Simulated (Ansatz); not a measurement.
# Decaying states in the gap of Ba2MgMoS3O3, part 2 of 3

Wanted: the relaxed cell of Ba2MgMoS3O3, its band edges and its decay constants. It is built by putting S for part of the O in the Ba2MgMoO6 structure of space group Fm-3m, with the volume rescaled by atomic radii. The parent structure comes from the Materials Project.

Ansatz 0.2.0; PBE DFT, plane waves, PAW files (the session's first sound run).

So far. Step 2 (Relaxing the new crystal): The largest force component on a free atom ends at 0.0037 eV/Å.

The structure was built from a prototype and need not be the compound's stable phase.

### 3. Band edges

The energy window and the wavevectors of the next steps follow from the band edges, so these are searched first, off the mesh as well.

Contents of input.yaml:

```yaml
crystal:
  lattice:
    - [0.0, 4.9603050224, 3.9309404051]
    - [5.0840084027, 0.0, 3.9309404051]
    - [5.0840084027, 4.9603050224, 0.0]
  atoms:
    - { symbol: Ba, position: [0.2477492586, 0.2522507414, 0.2522507414] }
    - { symbol: Ba, position: [0.7477492586, 0.7522507414, 0.7522507414] }
    - { symbol: Mg, position: [0.4803191227, 0.5196808773, 0.5196808773] }
    - { symbol: Mo, position: [-0.0253234209, 0.0253234209, 0.0253234209] }
    - { symbol: O, position: [0.7972565985, 0.2027434015, 0.2027434015] }
    - { symbol: S, position: [0.2432594744, 0.7567405256, 0.7567405256] }
    - { symbol: S, position: [0.2489472377, 0.7510527623, 0.2440473722] }
    - { symbol: S, position: [0.7559526278, 0.2440473722, 0.7510527623] }
    - { symbol: O, position: [0.2357148298, 0.2316249872, 0.7642851702] }
    - { symbol: O, position: [0.7683750128, 0.7642851702, 0.2316249872] }
kpoints:
  mp_grid: { grid: [6, 6, 6] }
  band_path: { path: [VBM, CBM], npoints: 30 }
scf:
  occupations: { method: fixed }
hamiltonian:
  xc: pbe
output:
  eigenvalues: true
  write_potential: true
  write_density: true
  volumetric_format: npy
  elf: true
```

On the command line:

```
$ ansatz run input.yaml --threads 2 --pin off --max-ram 4096MiB --backend cpu --events-out ev --progress --plain --runs-dir out
```

Numbers of over 12 decimals in the logs are rounded to 6 here.

The program printed:

```text
[...]
Crystal: 10 atoms, lattice volume = 198.263 Å³
Basis set: ecut = 420 eV, 3877 PW (Γ)
Bands: 50, of which v1, the nominal top of the filled ones, is band 40 counted from 1 (39 counted from 0)
Symmetry: 4 space group operations
[...]
k-points: 46 of 216 (time reversal used)
[...]
SCF iter   1: F=—  HF=-23198.625533 eV  |F-HF|=—  |Δ(HF+E_count)|=         —  Δρ=4.26e-3  dr2=3.02e-2  ethr=1.77e-3  ⟨swp⟩=4.6  Hψ=8610  notcnv=0  defer=356
[...]
SCF iter   9: F=-23198.622861 eV  HF=-23198.622861 eV  |F-HF|=5.90e-9  |Δ(HF+E_count)|=   1.93e-7  Δρ=2.43e-6  dr2=1.64e-8  ethr=1.25e-10  ⟨swp⟩=14.2  Hψ=11971  notcnv=0
SCF 1 converged in 9 iterations: F = -23198.622861 eV  dr2 = 1.64e-8
[...]
NSCF: frozen V_eff on 46 k-points
[...]
SCF converged after 9 iterations
Free energy (F): -23198.622861 eV
[...]
Internal energy: -23198.622861 eV  (E = F + TS)
E sigma→0 (E₀):  -23198.622861 eV
Fermi energy:    7.772333 eV
[...]
--- Band table (eV; the first three rows and the last of 46) ---
  k-point 0: bands = [... 36 lower, 7.3692, 7.4331, 7.6017, 7.7723, 8.6219, 9.1401, 9.9497, 10.1053, ... 6 higher]
  k-point 1: bands = [... 36 lower, 7.1842, 7.2868, 7.4578, 7.6320, 8.6621, 9.2215, 10.0980, 10.3056, ... 6 higher]
  k-point 2: bands = [... 36 lower, 7.0080, 7.0679, 7.2822, 7.5178, 8.7120, 9.3135, 10.1235, 10.9146, ... 6 higher]
  k-point 45: bands = [... 36 lower, 6.4852, 6.6746, 6.8910, 7.1485, 8.4990, 9.7662, 10.3343, 10.3378, ... 6 higher]
```

Wall time 28 s (2 threads of Intel Xeon 6975P-C (Granite Rapids), shared host); peak memory 0.76 GiB; 56 s of CPU time.

Reading the cycles: dr2 is the Hartree energy of the density residual (eV), the measure of convergence; HF is the Harris–Foulkes estimate of the energy, which meets the free energy F at convergence.

This step gave:

| Property | Result |
| --- | --- |
| free energy | -23198.6229 eV |
| Fermi energy | 7.772 eV |
| gap on the k-mesh | 0.7267 eV |
| gap on path | 0.7267 eV, by band count; negative where bands overlap |
| direct gap on path | 0.8496 eV |
| edge places on path | 0, 0.7992 1/A along the path |

The electronic bands at the labelled points (eV, zero at the Fermi level (highest filled level under fixed occupations); v1 is the highest filled band, c1 the lowest empty one):

```csv
point,v4,v3,v2,v1,c1,c2,c3,c4
VBM,-0.40,-0.34,-0.17,0.00,0.85,1.37,2.18,2.33
halfway,-0.70,-0.64,-0.62,-0.36,0.78,1.71,2.39,3.03
CBM,-1.29,-1.10,-0.88,-0.62,0.73,1.99,2.56,2.57
```

Valence density in the ac plane of the cell as run, not the conventional one, at fractional y = 0.232, with atoms of Ba and O and S within 0.2 Å of it. It is the smooth field of the valence electrons, not physical close to the nuclei.

Ten steps, logarithmic in the rise over the least value, from '_' (0.0 e/Å³) to '@' (7.1 e/Å³), each cell a mean:
```
----::::..______..::------::::------
--======--..____..::========--------
--++**##**==::....::==++++++++==----
--==##@@@@##==....::==++++++++++==--
::--**@@@@@@**--....--++++--==++++--
::::==**%%@@##==::..::==++++++++++--
::..::--**##**==::....::==++++**++==
::..__..::====--::____..::--==++==--
::..______........______..::--------
::::....____________________....::::
::------::..____________________....
--==++++++--..________....________..
--++******++==::____..::--::..____..
::++**++++**++==..__..--++++==::..__
..==****==++**++--....==**%%##++--..
..::++**++++****==....--**@@@@%%++::
....--++********==::..::==##@@@@##==
::....::==++++++==::....::++##%%##==
::..____..--------::......::==++++==
::....____......::::::....::::--==--
```
Columns run along a (6.3 Å), rows up along c (7.1 Å). Atoms in or near the plane, at fractional coordinates: Ba at (0.25, 0.25), O at (0.80, 0.20), S at (0.76, 0.75), O at (0.24, 0.76).

ELF in the ac plane of the cell as run, not the conventional one, at fractional y = 0.232, with atoms of Ba and O and S within 0.2 Å of it. It is the smooth field of the valence electrons, not physical close to the nuclei.

Ten even steps from '_' (0.01) to '@' (0.87), each cell a mean:
```
..::----..______..==##%%##++::......
..==####**::____::##@@@@@@%%**--....
::++%%@@@@##--__::%%@@@@@@%%@@##--..
..++%%####%%**::..**@@@@**--##@@**::
..==%%##==##@@++..--%%@@**__..##@@++
--..++%%%%%%@@%%::..++@@@@++::**@@%%
==..::**%%@@@@%%==__::##@@@@%%@@@@@@
++..__..++##%%##++..__--##@@@@@@@@@@
--..______--====--..__..--**%%@@%%##
......________..__________::==++++--
::++##**==..__________________......
++%%@@@@@@##--______..::::..______..
**@@@@%%%%@@%%--____--**##**==..__..
++@@@@--::**@@%%::__==%%@@@@%%++..__
::%%@@==__..##@@++__::%%@@@@@@@@++..
__==@@@@==..**@@%%....**@@%%**%%%%==
::__++@@@@%%%%@@@@--__--##%%**##@@##
--____==%%@@@@@@##::____==##%%%%@@%%
::______::++##**==..____..--**####**
..__________........::--::..::----::
```
Columns run along a (6.3 Å), rows up along c (7.1 Å). Atoms in or near the plane, at fractional coordinates: Ba at (0.25, 0.25), O at (0.80, 0.20), S at (0.76, 0.75), O at (0.24, 0.76).

Electrostatic potential energy in the ac plane of the cell as run, not the conventional one, at fractional y = 0.232, with atoms of Ba and O and S within 0.2 Å of it. With pseudopotentials it is smooth inside the atoms' cores, unlike the true potential.

Ten even steps from '0' (-34 eV) to '9' (12 eV), each cell a mean:
```
899999999999998877
789999999987788877
786469999985236888
884004999984111588
996000699995132279
999510499998412148
999975799999842258
999999999999987678
999999999999999999
988999999999999999
877788999999999999
753347899999999998
741113689999999998
741000368999878999
862000147999623799
985100026899600279
997521125899830049
999864346899984249
999987778899998778
999999888999998878
```
Columns run along a (6.3 Å; values clipped at the 3rd and 97th percentile), rows up along c (7.1 Å). Atoms in or near the plane, at fractional coordinates: Ba at (0.25, 0.25), O at (0.80, 0.20), S at (0.76, 0.75), O at (0.24, 0.76).

The searched edges give 0.727 eV, as on the mesh.

### 4. Complex bands, plane (010)

This step: PBE DFT, plane waves, PAW files; complex bands by layer matching along the plane's normal (Ansatz 0.2.0).

The same crystal is laid in a cell whose first two vectors span the (010) plane (indices of the standard conventional cell, whose axes can be ordered otherwise than in the bulk input). At fixed energy and wavevector in the plane the solver finds all kz, real and complex. A few wavevectors are listed, (0, 0) and (-0.5, -0.5) in units of the plane's reciprocal vectors; the slowest state needn't be among them.

Contents of input.yaml:

```yaml
crystal:
  lattice:
    - [6.426463561, 0.0, 0.0]
    - [-1.617506872, 6.219574377, 0.0]
    - [2.404478345, 3.109787188, 4.960305022]
  atoms:
    - { symbol: Ba, position: [0.7477492586, 0.2522507414, 0.5] }
    - { symbol: Ba, position: [0.2477492586, 0.7522507414, 0.5] }
    - { symbol: Mg, position: [0.4803191227, 0.5196808773, 0.0] }
    - { symbol: Mo, position: [0.9746765791, 0.0253234209, 0.0] }
    - { symbol: O, position: [0.7972565985, 0.2027434015, 0.0] }
    - { symbol: S, position: [0.2432594744, 0.7567405256, 0.0] }
    - { symbol: S, position: [0.7559526278, 0.7510527623, 0.4929946099] }
    - { symbol: S, position: [0.2489472377, 0.2440473722, 0.5070053901] }
    - { symbol: O, position: [0.2357148298, 0.2316249872, 0.0] }
    - { symbol: O, position: [0.7683750128, 0.7642851702, 0.0] }
kpoints:
  mp_grid: { grid: [6, 6, 6] }
scf:
  occupations: { method: fixed }
hamiltonian:
  xc: pbe
output:
  eigenvalues: true
  transmission:
    leads: [[0, 0]]
    kpoints: [[0.0, 0.0], [-0.5, -0.5]]
    e_range: [-1.0, 1.73]
    de: 0.05
```

The program printed:

```text
[...]
Crystal: 10 atoms, lattice volume = 198.263 Å³
Basis set: ecut = 420 eV, 3877 PW (Γ)
Bands: 50, of which v1, the nominal top of the filled ones, is band 40 counted from 1 (39 counted from 0)
Symmetry: 4 space group operations
[...]
k-points: 46 of 216 (time reversal used)
[...]
SCF iter   1: F=—  HF=-23198.625420 eV  |F-HF|=—  |Δ(HF+E_count)|=         —  Δρ=4.26e-3  dr2=3.03e-2  ethr=1.77e-3  ⟨swp⟩=4.6  Hψ=8605  notcnv=0  defer=357
[...]
SCF iter   9: F=-23198.622821 eV  HF=-23198.622821 eV  |F-HF|=5.83e-9  |Δ(HF+E_count)|=   1.94e-7  Δρ=2.48e-6  dr2=1.73e-8  ethr=1.25e-10  ⟨swp⟩=14.1  Hψ=12054  notcnv=0
SCF 1 converged in 9 iterations: F = -23198.622821 eV  dr2 = 1.73e-8
[...]
transmission: 8 of 16 steps passed
transmission: 16 of 16 steps passed
SCF converged after 9 iterations
Free energy (F): -23198.622821 eV
[...]
Internal energy: -23198.622821 eV  (E = F + TS)
E sigma→0 (E₀):  -23198.622821 eV
Fermi energy:    7.772332 eV
[...]
--- Band table (eV; the first three rows and the last of 46) ---
  k-point 0: bands = [... 36 lower, 7.3692, 7.4331, 7.6017, 7.7723, 8.6219, 9.1401, 9.9496, 10.1053, ... 6 higher]
  k-point 1: bands = [... 36 lower, 7.2341, 7.3257, 7.3413, 7.4294, 8.7504, 9.3248, 10.0987, 10.1975, ... 6 higher]
  k-point 2: bands = [... 36 lower, 6.6513, 6.9991, 7.0440, 7.1766, 8.9036, 9.6619, 10.0820, 10.3217, ... 6 higher]
  k-point 45: bands = [... 36 lower, 6.4852, 6.6746, 6.8910, 7.1485, 8.4990, 9.7662, 10.3343, 10.3378, ... 6 higher]
--- Transmission ---
  basis      : 349 plane waves across, 8 finite elements along
  points     : 2, as listed
  energies   : 55 from -1.000000 to 1.700000 eV about the Fermi level, 0.050000 eV apart; the leads are filled to 0.363358 eV, and channels, transmission and decay are at 0.350000 eV
  crystal 0  : O3S3Mg1Mo1Ba2, at the sites [0, 0], period 4.9603 Å: whole cells are its period
    offset         : up to 0.0000 Å between an atom of the period and one for which it stands
    channels       : 0.000000e0 a spin
    conductance    : none, the energies end too early or step too widely for 300 K: set another output.transmission.e_range or a lower de, or, where they end at an eighth of basis.ecutwfc, a higher one
    slowest decay  : 0.1635 /Å at (0.0000, 0.0000)
```

It took 82 s on 2 threads; peak memory 1.4 GiB.

This step gave:

- free energy: -23198.6228 eV
- level to which the leads are filled: 0.3634 eV from the Fermi level
- decay constant at the filling level, zone centre: 0.1635 Å⁻¹
- decay constant at the filling level, slowest listed point: 0.1635 Å⁻¹

K parallel (0, 0); values up to 1.5 1/Å, a degenerate pair printed once or twice; energies at which all values exceed this have no row. Table of Im kz of the slowest decaying states by energy, zero at the highest filled level on the SCF mesh:

```csv
energy (eV),decay 1 (Å⁻¹),decay 2 (Å⁻¹),decay 3 (Å⁻¹),decay 4 (Å⁻¹)
-1.00,0.227,0.249,0.271,0.443
-0.85,0.103,0.181,0.375,0.461
-0.75,0.0790,0.154,0.364,0.469
-0.60,0.201,0.356,0.478,0.658
-0.45,0.0486,0.234,0.351,0.483
-0.30,0.0807,0.114,0.259,0.345
-0.20,0.142,0.171,0.272,0.342
-0.05,0.145,0.185,0.223,0.289
0.00,0.00257,0.169,0.194,0.235
0.10,0.0889,0.206,0.206,0.256
0.20,0.124,0.211,0.233,0.271
0.35,0.164,0.206,0.263,0.288
0.50,0.191,0.287,0.299,0.307
0.60,0.189,0.299,0.300,0.303
0.75,0.162,0.176,0.289,0.304
0.90,0.207,0.278,0.299,0.314
1.00,0.215,0.271,0.292,0.312
1.15,0.209,0.223,0.270,0.307
1.30,0.118,0.212,0.227,0.302
1.45,0.202,0.225,0.295,0.357
1.55,0.188,0.222,0.290,0.360
1.70,0.161,0.210,0.282,0.364
```

K parallel (0, 0). The Re kz of states that move upwards by energy, zero at the highest filled level on the SCF mesh:

```csv
energy (eV),channel 1 (Å⁻¹),channel 2 (Å⁻¹),channel 3 (Å⁻¹),channel 4 (Å⁻¹),channel 5 (Å⁻¹)
-1.00,-0.371,-0.260,-0.109,-,-
-0.85,-0.584,-0.561,-0.321,-0.193,-
-0.75,-0.441,-0.396,-0.291,-0.147,-
-0.60,-0.426,-0.329,-0.272,-0.242,-0.0694
-0.45,-0.301,-0.227,-0.212,-0.149,-
-0.30,-0.175,-0.166,-,-,-
-0.20,-0.133,-0.0770,-,-,-
-0.05,-0.0644,-,-,-,-
0.00,-,-,-,-,-
0.10,-,-,-,-,-
0.20,-,-,-,-,-
0.35,-,-,-,-,-
0.50,-,-,-,-,-
0.60,-,-,-,-,-
0.75,-,-,-,-,-
0.90,0.121,-,-,-,-
1.00,0.236,-,-,-,-
1.15,0.467,-,-,-,-
1.30,-,-,-,-,-
1.45,0.137,-,-,-,-
1.55,0.210,-,-,-,-
1.70,0.301,-,-,-,-
```

K parallel (-0.5, -0.5); values up to 1.5 1/Å, a degenerate pair printed once or twice; energies at which all values exceed this have no row. The Im kz of the slowest decaying states by energy, zero at the highest filled level on the SCF mesh:

```csv
energy (eV),decay 1 (Å⁻¹),decay 2 (Å⁻¹),decay 3 (Å⁻¹),decay 4 (Å⁻¹)
-1.000,0.0860,0.237,0.357,0.368
-0.800,0.0438,0.107,0.108,0.377
-0.600,0.179,0.188,0.190,0.220
-0.400,0.168,0.216,0.226,0.256
-0.200,0.231,0.240,0.249,0.298
0.000,0.255,0.262,0.270,0.326
0.200,0.265,0.266,0.299,0.345
0.400,0.257,0.269,0.319,0.333
0.600,0.202,0.269,0.311,0.334
0.800,0.266,0.295,0.338,0.363
1.000,0.258,0.283,0.287,0.382
1.200,0.156,0.201,0.246,0.270
1.400,0.229,0.243,0.256,0.381
1.600,0.209,0.238,0.282,0.384
```

At the listed wavevectors the last open channel is at -0.05 eV and the next at +0.75 eV on the grid. At +0.35 eV, the grid energy nearest the filling level (the middle of the gap on the SCF mesh), the slowest state at the listed wavevectors decays with κ = 0.164 Å⁻¹, its amplitude falling by e over 6.1 Å. Through 1 nm of this crystal that state's transmission falls by exp(−2 × 0.164 Å⁻¹ × 10 Å) = 0.038.

### 5. Decay over the two-dimensional zone

The listed points could miss the slowest state, so one energy near mid-gap is solved on a mesh of 8×8.

input.yaml: that of step 4 with these lines changed.

```diff
@@ -24,6 +24,2 @@
   eigenvalues: true
-  transmission:
-    leads: [[0, 0]]
-    kpoints: [[0.0, 0.0], [-0.5, -0.5]]
-    e_range: [-1.0, 1.73]
-    de: 0.05
+  transmission: { leads: [[0, 0]], kmesh: [8, 8], e_range: [0.36, 0.37], de: 0.05 }
```

The program printed:

```text
[...]
Crystal: 10 atoms, lattice volume = 198.263 Å³
Basis set: ecut = 420 eV, 3877 PW (Γ)
Bands: 50, of which v1, the nominal top of the filled ones, is band 40 counted from 1 (39 counted from 0)
Symmetry: 4 space group operations
[...]
k-points: 46 of 216 (time reversal used)
[...]
SCF iter   1: F=—  HF=-23198.625420 eV  |F-HF|=—  |Δ(HF+E_count)|=         —  Δρ=4.26e-3  dr2=3.03e-2  ethr=1.77e-3  ⟨swp⟩=4.6  Hψ=8605  notcnv=0  defer=357
[...]
SCF iter   9: F=-23198.622821 eV  HF=-23198.622821 eV  |F-HF|=5.83e-9  |Δ(HF+E_count)|=   1.94e-7  Δρ=2.48e-6  dr2=1.73e-8  ethr=1.25e-10  ⟨swp⟩=14.1  Hψ=12054  notcnv=0
SCF 1 converged in 9 iterations: F = -23198.622821 eV  dr2 = 1.73e-8
[...]
transmission: 24 of 168 steps passed
transmission: 48 of 168 steps passed
[...]
transmission: 168 of 168 steps passed
SCF converged after 9 iterations
Free energy (F): -23198.622821 eV
[...]
Internal energy: -23198.622821 eV  (E = F + TS)
E sigma→0 (E₀):  -23198.622821 eV
Fermi energy:    7.772332 eV
[...]
--- Band table (eV; the first three rows and the last of 46) ---
  k-point 0: bands = [... 36 lower, 7.3692, 7.4331, 7.6017, 7.7723, 8.6219, 9.1401, 9.9496, 10.1053, ... 6 higher]
  k-point 1: bands = [... 36 lower, 7.2341, 7.3257, 7.3413, 7.4294, 8.7504, 9.3248, 10.0987, 10.1975, ... 6 higher]
  k-point 2: bands = [... 36 lower, 6.6513, 6.9991, 7.0440, 7.1766, 8.9036, 9.6619, 10.0820, 10.3217, ... 6 higher]
  k-point 45: bands = [... 36 lower, 6.4852, 6.6746, 6.8910, 7.1485, 8.4990, 9.7662, 10.3343, 10.3378, ... 6 higher]
--- Transmission ---
  basis      : 349 plane waves across, 8 finite elements along
  points     : 21, standing for a mesh of 8 x 8
  energies   : 1 from 0.360000 to 0.360000 eV about the Fermi level; the leads are filled to 0.363358 eV, and channels, transmission and decay are at 0.360000 eV
[...]
channels       : 0.000000e0 a spin
    conductance    : none, crystal 0 has no channel at the energies, or these end too early or step too widely for 300 K: set another output.transmission.e_range or a lower de, or, where they end at an eighth of basis.ecutwfc, a higher one
    slowest decay  : 0.1662 /Å at (0.0000, 0.0000)
```

Run time: 58 s. Hardware: 2 threads; peak memory 1.6 GiB; 1.8 min of CPU time.

Numbers from this step:

* least decay constant on the mesh: 0.1662 Å⁻¹

Slowest decay constant (1/Å; 0 where a channel is open) over k1 and k2. At 0.3600 eV from the Fermi level.

Ten even steps from '0' (0.166) to '9' (0.335):
```
76954575
99643447
55421345
44310134
55431245
97443469
75754596
57954597
```
Columns: k1 (b1) from -0.5 to 0.375; rows upwards: k2 (b2) from -0.5 to 0.375.

The least value on the mesh is 0.166 Å⁻¹ at +0.36 eV. At that energy the listed points give about 0.167 Å⁻¹ by interpolation, so the mesh holds no clearly slower state.

(Part 2 of 3 ends here.)

[Logs are printed without paths, hosts, clocks, repeated set-up lines and the standing remarks that a program may print on its own settings, such as how far it seeks lower states.]

[Hosts, paths, dates, database ids (printed as entryN), source tags and the programs' standing remarks are cut or masked in the printed files.]
